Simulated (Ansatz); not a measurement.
**From HSE06 to G0W0: MoS2 (P6_3/mmc)**

Aim: the quasiparticle gap of MoS2 (P6_3/mmc), starting from HSE06.

Main program and level: Ansatz 0.2.0; HSE06, then G0W0 on it, plane waves, PAW.

Most raw output is cut from this account.

The database entry behind the starting cell differs from later determinations by our own check (about 0.3 % long), so it need not match the best structure at ambient conditions.

In doubt: masses and optical values from hybrid runs of this build are listed as unsure (step 3), which bears on the screening that GW takes from such a start.

### 1. Starting point

It takes space group P6_3/mmc (No. 194, hexagonal). Conventional cell: a = 3.169 Å, b = 3.169 Å, c = 12.324 Å, α = 90.00°, β = 90.00°, γ = 120.00°. Mo has 6 S at 2.41 Å nearest. Nearest to S lie 3 Mo at 2.41 Å. Farther neighbours and most contacts between anions are not listed.

The cell and positions come from the Crystallography Open Database and are kept as given unless a step says otherwise.

The logs state that the PAW files were generated under PBE.

### 2. HSE06 levels on the mesh and at listed points

HSE06 mixes in a quarter of exact exchange at short range.

This step: DFT, HSE06, plane waves, PAW; PAW set soft_1.

The input, input.yaml:

```yaml
crystal:
  lattice:
    - [3.169, 0.0, 0.0]
    - [-1.5845, 2.7444345046, 0.0]
    - [0.0, 0.0, 12.324]
  atoms:
    - { symbol: Mo, position: [0.3333333333, 0.6666666667, 0.25] }
    - { symbol: Mo, position: [0.6666666667, 0.3333333333, 0.75] }
    - { symbol: S, position: [0.3333333333, 0.6666666667, 0.623] }
    - { symbol: S, position: [0.6666666667, 0.3333333333, 0.123] }
    - { symbol: S, position: [0.3333333333, 0.6666666667, 0.877] }
    - { symbol: S, position: [0.6666666667, 0.3333333333, 0.377] }
kpoints:
  mp_grid: { grid: [6, 6, 2] }
  band_path:
    path:
      - [0.0, 0.0, 0.0]
      - [0.5, 0.0, 0.0]
      - [0.33333333, 0.33333333, 0.0]
      - [0.0, 0.0, 0.5]
      - [0.5, 0.0, 0.5]
      - [0.33333333, 0.33333333, 0.5]
      - [0.1666666667, 0.1666666667, 0.0]
    npoints: 1
hamiltonian:
  xc: hse06
  pseudopotentials: { kind: paw, azcp: { folder: soft_1 } }
scf:
  occupations: { method: fixed }
  n_extra_bands: 6
output:
  eigenvalues: true
  write_density: true
  write_potential: true
  elf: true
  volumetric_format: npy
```

Command:

```
> ansatz run input.yaml --threads 4 --pin off --max-ram 138240MiB --backend cuda --events-out ev --progress --plain --runs-dir out --devices 1 --max-vram 26GiB
```

Wall time 14 s (1 × NVIDIA H100 80GB HBM3 (shared by 3 runs) with 4 threads of AMD EPYC 7R13 (Zen 3), shared host); peak memory 1.3 GiB.

Numbers from this step:

* gap: 1.445 eV
* valence top at: Γ
* conduction bottom at: k = (0.167, 0.167, 0.000)
* least direct gap: 2.116 eV
* exact-exchange fraction: 0.25

Over mesh and listed points the gap is 1.445 eV, from k = Γ to k = (0.167, 0.167, 0.000). The least direct gap found is 2.116 eV, at k = (0.333, 0.333, 0.000).

Valence density in the ac plane at fractional y = 0.333, with atoms of Mo and S within 0.2 Å of it. It is the smooth field of the valence electrons, not physical close to the nuclei.

Ten steps, logarithmic in the rise over the least value, from '_' (0.0 e/Å³) to '@' (6.8 e/Å³), each cell a mean:
```
__..........____________________
::--------::::....________....::
--==========----::::....::::::--
==============------====--------
------------==++**##%%%%##**++==
==----------++##%%@@@@@@@@@@##**
==----------++**%%@@@@@@@@%%##++
================++********++====
==============--------::--------
--========----::::..........::--
::::::::::::....____________....
________________________________
____________..::::----------::..
::....__..::--==++++++**++++==--
--::::::::--==++**++====++**++++
==--::::----==++**++++++++**++++
==----------======++++++++++====
==++++++++====------------------
====++++======------------------
==----------==++++++++++++++++==
==--::::----==++**++====++**++++
--::....::--==++++++++++++**++==
::..______..::--==++++++++==--::
______________....::::::::....__
```
Columns run along a (3.2 Å), rows up along c (12.3 Å). Atoms in or near the plane, at fractional coordinates: Mo at (0.67, 0.75), S at (0.67, 0.12), S at (0.67, 0.38).

ELF in the ac plane at fractional y = 0.333, with atoms of Mo and S within 0.2 Å of it. It is the smooth field of the valence electrons, not physical close to the nuclei.

Ten even steps from '_' (0.02) to '@' (0.93), each cell a mean:
```
..----==--::..__________________
**########**==::..__________::==
####%%%%####**==--........::==**
**##########++==::::::::::::--++
--==++++==--::::==++******==--::
..::::--::..--**####++++**##**==
..::----::::::==**##****####++--
==********++--::::--======--::--
############**==--::......::==**
####%%%%####**==::..____....--++
==**####**++--..____________..::
__........__________......______
..________..--++##%%@@@@%%%%**==
**::____..++##@@@@@@@@@@@@@@@@%%
##==....--**%%%%##--..__::++%%%%
**--....--++%%%%##++::::==##%%%%
--........::==****##****####**++
..::------::....::::::::::::::..
..::::::::::::::--========----::
==::......--**##%%##****##%%%%**
##==::..--**%%%%**::____..++%%%%
##--..__::**%%%%%%++====++##%%%%
==..____..--**%%@@@@@@@@@@@@@@##
____________..::==++******++--..
```
Columns run along a (3.2 Å), rows up along c (12.3 Å). Atoms in or near the plane, at fractional coordinates: Mo at (0.67, 0.75), S at (0.67, 0.12), S at (0.67, 0.38).

### 3. One-shot GW

G0W0 replaces the xc potential by a self-energy built once from the orbitals of the start. Levels are corrected in the window of bands that the input names, at points of the mesh.

This step: G0W0 on HSE06, plane waves, PAW.

The input, input.yaml:

```yaml
crystal:
  lattice:
    - [3.169, 0.0, 0.0]
    - [-1.5845, 2.7444345046, 0.0]
    - [0.0, 0.0, 12.324]
  atoms:
    - { symbol: Mo, position: [0.3333333333, 0.6666666667, 0.25] }
    - { symbol: Mo, position: [0.6666666667, 0.3333333333, 0.75] }
    - { symbol: S, position: [0.3333333333, 0.6666666667, 0.623] }
    - { symbol: S, position: [0.6666666667, 0.3333333333, 0.123] }
    - { symbol: S, position: [0.3333333333, 0.6666666667, 0.877] }
    - { symbol: S, position: [0.6666666667, 0.3333333333, 0.377] }
kpoints:
  mp_grid: { grid: [9, 9, 2] }
hamiltonian:
  xc: hse06
  pseudopotentials: { kind: paw, source: ansatz }
scf:
  occupations: { method: fixed }
gw:
  n_empty_bands: 637
  ecut_chi: 190.0
  qp_bands: [v2, c2]
  qp_kpoints: band_edges
  screening: { model: contour_deformation }
```

Run time: 3.3 min. Hardware: 1 × NVIDIA H100 80GB HBM3 (shared by 3 runs) with 4 threads; peak memory 4.3 GiB; 5.4 min of CPU time.

Numbers from this step:

```yaml
bands_summed: 663
rpa_eps_infinity_on_this_mesh_eigenvalues: 5.114, 11.61, 11.61
plane_waves_in_the_screening_matrix: 675
q_points_in_the_mesh: 162
g0w0_gap_over_the_corrected_points: 1.551 eV
k_of_the_valence_top: 0, 0, 0
k_of_the_conduction_bottom: 0.1111, 0.2222, 0
starting_gap_on_the_mesh: 1.512 eV
z_at_the_valence_top: 0.7639
z_at_the_conduction_bottom: 0.7713
least_direct_g0w0_gap_over_the_corrected_points: 2.204 eV
```

Over 16 of 24 irreducible mesh points the G0W0 gap is 1.551 eV, from k = Γ to k = (0.111, 0.222, 0.000). The HSE06 gap of this run on the mesh is 1.512 eV. Other states bound it: the two that bound the G0W0 gap lie 1.526 eV apart in HSE06, so state for state the correction is 1.551 − 1.526 = +0.025 eV, while gap against gap it is 1.551 − 1.512 = +0.039 eV. The start of this run differs from the step before in mesh (6×6×2 and 9×9×2), files (soft_1 PAW and hard PAW) and plane-wave cutoff (420 eV and 510 eV).

Labels follow the order of the start: v1 is the top filled band, c1 the lowest empty one; levels that stay degenerate share a row, the window can cut a multiplet, doubted levels are not marked in this list, bands outside the window were not corrected, and the list may be a part of the corrected levels. Levels before and after the correction, in eV, zero at the valence-band top of each column:

|  | conduction bottom | valence top |
| --- | --- | --- |
| HSE06 | 1.51 | 0.00 |
| G0W0 | 1.55 | 0.00 |

|  | level | occupation | energy (eV) |
| --- | --- | --- | --- |
| HSE06 | Γ v2 | 2 | -1.249 |
| HSE06 | Γ v1 | 2 | 0.000 |
| HSE06 | Γ c1-c2 | 0 | 2.823 |
| HSE06 | (0.111 0.222 0) v2 | 2 | -1.702 |
| HSE06 | (0.111 0.222 0) v1 | 2 | -1.630 |
| HSE06 | (0.111 0.222 0) c1 | 0 | 1.526 |
| HSE06 | (0.111 0.222 0) c2 | 0 | 2.278 |
| G0W0 | Γ v2 | 2 | -1.188 |
| G0W0 | Γ v1 | 2 | 0.000 |
| G0W0 | Γ c1-c2 | 0 | 2.841 |
| G0W0 | (0.111 0.222 0) v2 | 2 | -1.590 |
| G0W0 | (0.111 0.222 0) v1 | 2 | -1.509 |
| G0W0 | (0.111 0.222 0) c1 | 0 | 1.551 |
| G0W0 | (0.111 0.222 0) c2 | 0 | 2.306 |

The parts of the quasiparticle energy for the two states that bound the G0W0 gap, in eV on the run's own scale (QP = start + Σx + Σc − Vxc, with Σc at the quasiparticle energy):

| edge | k | band | start | Σx | Σc | Vxc | Z | QP |
| --- | --- | --- | --- | --- | --- | --- | --- | --- |
| valence top | Γ | 26 | 10.555 | −19.751 | 0.395 | −19.310 | 0.764 | 10.509 |
| conduction bottom | (0.111, 0.222, 0.000) | 27 | 12.081 | −13.303 | −3.988 | −17.270 | 0.771 | 12.060 |

For a hybrid start, Vxc holds its share of exact exchange.

### 4. Spin-orbit coupling in HSE06

This run has two-component orbitals with spin-orbit coupling.

This step: DFT, HSE06 with spin-orbit coupling, plane waves, PAW; PAW set soft_1.

Edit input.yaml of step 3 so:

```diff
@@ -13,13 +13,23 @@
 kpoints:
-  mp_grid: { grid: [9, 9, 2] }
+  mp_grid: { grid: [6, 6, 2] }
+  band_path:
+    path:
+      - [0.0, 0.0, 0.0]
+      - [0.5, 0.0, 0.0]
+      - [0.33333333, 0.33333333, 0.0]
+      - [0.0, 0.0, 0.5]
+      - [0.5, 0.0, 0.5]
+      - [0.33333333, 0.33333333, 0.5]
+      - [0.1666666667, 0.1666666667, 0.0]
+    npoints: 1
 hamiltonian:
   xc: hse06
-  pseudopotentials: { kind: paw, source: ansatz }
+  pseudopotentials: { kind: paw_fr, azcp: { folder: soft_1 } }
 scf:
-  occupations: { method: fixed }
-gw:
-  n_empty_bands: 637
-  ecut_chi: 190.0
-  qp_bands: [v2, c2]
-  qp_kpoints: band_edges
-  screening: { model: contour_deformation }
+  occupations: { method: fermi_dirac, width: 0.02 }
+  n_extra_bands: 12
+magnetization:
+  noncollinear: true
+  spin_orbit: true
+output:
+  eigenvalues: true
```

It took 44 s on 1 × NVIDIA H100 80GB HBM3 (shared by 3 runs) with 4 threads; peak memory 2.1 GiB; 85 s of CPU time.

This step gave:

| Property | Result |
| --- | --- |
| gap | 1.438 eV |
| valence top at | Γ |
| conduction bottom at | k = (0.167, 0.167, 0.000) |
| least direct gap | 2.063 eV |
| exact-exchange fraction | 0.25 |

Over mesh and listed points the gap is 1.438 eV, from k = Γ to k = (0.167, 0.167, 0.000). The least direct gap found is 2.063 eV, at k = (0.333, 0.333, 0.000). HSE06+SOC against HSE06: 1.438 − 1.445 = −0.007 eV, with the same mesh, set of files (read in its fully relativistic form for the spin-orbit run) and cutoff, and both edges at the same k points. The spin-orbit run sees mesh and listed points alone, so its gap is an upper bound: the coupling can move an edge off these points, and the change over the zone, its sign included where it is small, is not known.

### 5. Side by side

Each gap is the least one over the points named; times are wall times on shared hosts, not benchmarks. A G0W0 time includes the run's own self-consistent start. Runs with listed points see these and the mesh alone, so an edge that moves elsewhere is missed.

| level | mesh | files, cutoff | bands summed, screening | points | gap (eV) | valence top | conduction bottom | least direct gap (eV) | time |
| --- | --- | --- | --- | --- | --- | --- | --- | --- | --- |
| HSE06 | 6×6×2 | soft_1 PAW, 420 eV | - | mesh and listed points | 1.445 | Γ | (0.167, 0.167, 0.000) | 2.116 | 14 s |
| HSE06+SOC | 6×6×2 | soft_1 PAW, 420 eV | - | mesh and listed points | 1.438 | Γ | (0.167, 0.167, 0.000) | 2.063 | 44 s |
| G0W0@HSE06 | 9×9×2 | hard PAW, 510 eV | 663, 190 eV | 16 of 24 irreducible mesh points | 1.551 | Γ | (0.111, 0.222, 0.000) | 2.204 | 3.3 min |

### 6. What came out

- HSE06 gap over mesh and listed points: 1.445 eV, from k = Γ to k = (0.167, 0.167, 0.000)
- G0W0@HSE06 gap over 16 of 24 irreducible mesh points: 1.551 eV, from k = Γ to k = (0.111, 0.222, 0.000)
- HSE06+SOC gap over mesh and listed points: 1.438 eV
- GW settings: 9×9×2 mesh, 637 empty bands, screening to 190 eV, hard PAW files
- known limits: finite bands, screening cutoff and k mesh; no spin-orbit coupling in G0W0

Over 16 of 24 irreducible mesh points the G0W0 gap is 1.551 eV, from k = Γ to k = (0.111, 0.222, 0.000). The HSE06 gap of this run on the mesh is 1.512 eV. Other states bound it: the two that bound the G0W0 gap lie 1.526 eV apart in HSE06, so state for state the correction is 1.551 − 1.526 = +0.025 eV, while gap against gap it is 1.551 − 1.512 = +0.039 eV. The valence state moves by 10.509 − 10.555 = −0.046 eV and the conduction state by 12.060 − 12.081 = −0.021 eV, on the run's own scale; how far single levels stand from their limit in bands is not shown. Over mesh and listed points, HSE06 puts the conduction bottom at k = (0.167, 0.167, 0.000), where no G0W0 correction was computed. The G0W0 gap over the whole zone is therefore not known from this run; at its settings it can only be equal to or under the 1.551 eV found, and no correction is carried over from another point. For the start itself the gap is 1.445 eV over mesh and listed points and 1.512 eV on the mesh of the G0W0 run, in runs that differ in mesh (6×6×2 and 9×9×2), files (soft_1 PAW and hard PAW) and plane-wave cutoff (420 eV and 510 eV). No second run with other bands and screening cutoff is shown, so the distance to the basis limit is not known. On another start, G0W0@PBE runs of this series (9×9×2 mesh, hard PAW; not shown as steps) give 1.301 eV with 306 bands and 110 eV, 1.339 eV with 663 bands and 190 eV, 1.352 eV with 1105 bands and 270 eV and 1.360 eV with 1828 bands and 380 eV. G0W0 on other starts in this series, not shown as steps and not all at these settings: 1.339 eV on PBE (9×9×2, hard PAW, 663 bands, 190 eV) and 1.681 eV on PBE0 (9×9×2, hard PAW, 663 bands, 190 eV). HSE06+SOC against HSE06: 1.438 − 1.445 = −0.007 eV, with the same mesh, set of files (read in its fully relativistic form for the spin-orbit run) and cutoff, and both edges at the same k points. The spin-orbit run sees mesh and listed points alone, so its gap is an upper bound: the coupling can move an edge off these points, and the change over the zone, its sign included where it is small, is not known. What spin-orbit coupling does to the G0W0 levels was not computed, so no sum with the G0W0 gap is formed. The G0W0 runs are scalar-relativistic. No pair of G0W0 runs that differ in the mesh alone is shown (9×9×2 is a supercell whose nearest images lie 25 Å apart), so the error from the mesh is not known here. G0W0 is shown with one set of atomic data (hard PAW), so the error from the files is not known here.

[Paths, hosts, dates, memory and timing lines, banners, echoed tables and standing remarks are left out of the program output.]

[Logs are printed without paths, hosts, clocks, repeated set-up lines and the standing remarks that a program may print on its own settings, such as how far it seeks lower states.]

[Runs of the session that timed out or met a known fault of the program may be left out.]

[Cells called generated may have been cut or substituted from an entry of the Crystallography Open Database or the Materials Project.]

[Hosts, paths, dates, database ids (printed as entryN), source tags and the programs' standing remarks are cut or masked in the printed files.]

[Where an RPA ε∞ is given, it is that of the G0W0 mesh and is not shown converged in it. Names of k-points follow the symmetry that the program found, which can be lower than the space group named. Band edges on a path are those of the sampled points; other points can move an edge, and change direct to indirect where valleys lie close.]

[Hybrid gaps are those of their k-mesh and are not shown converged in it.]
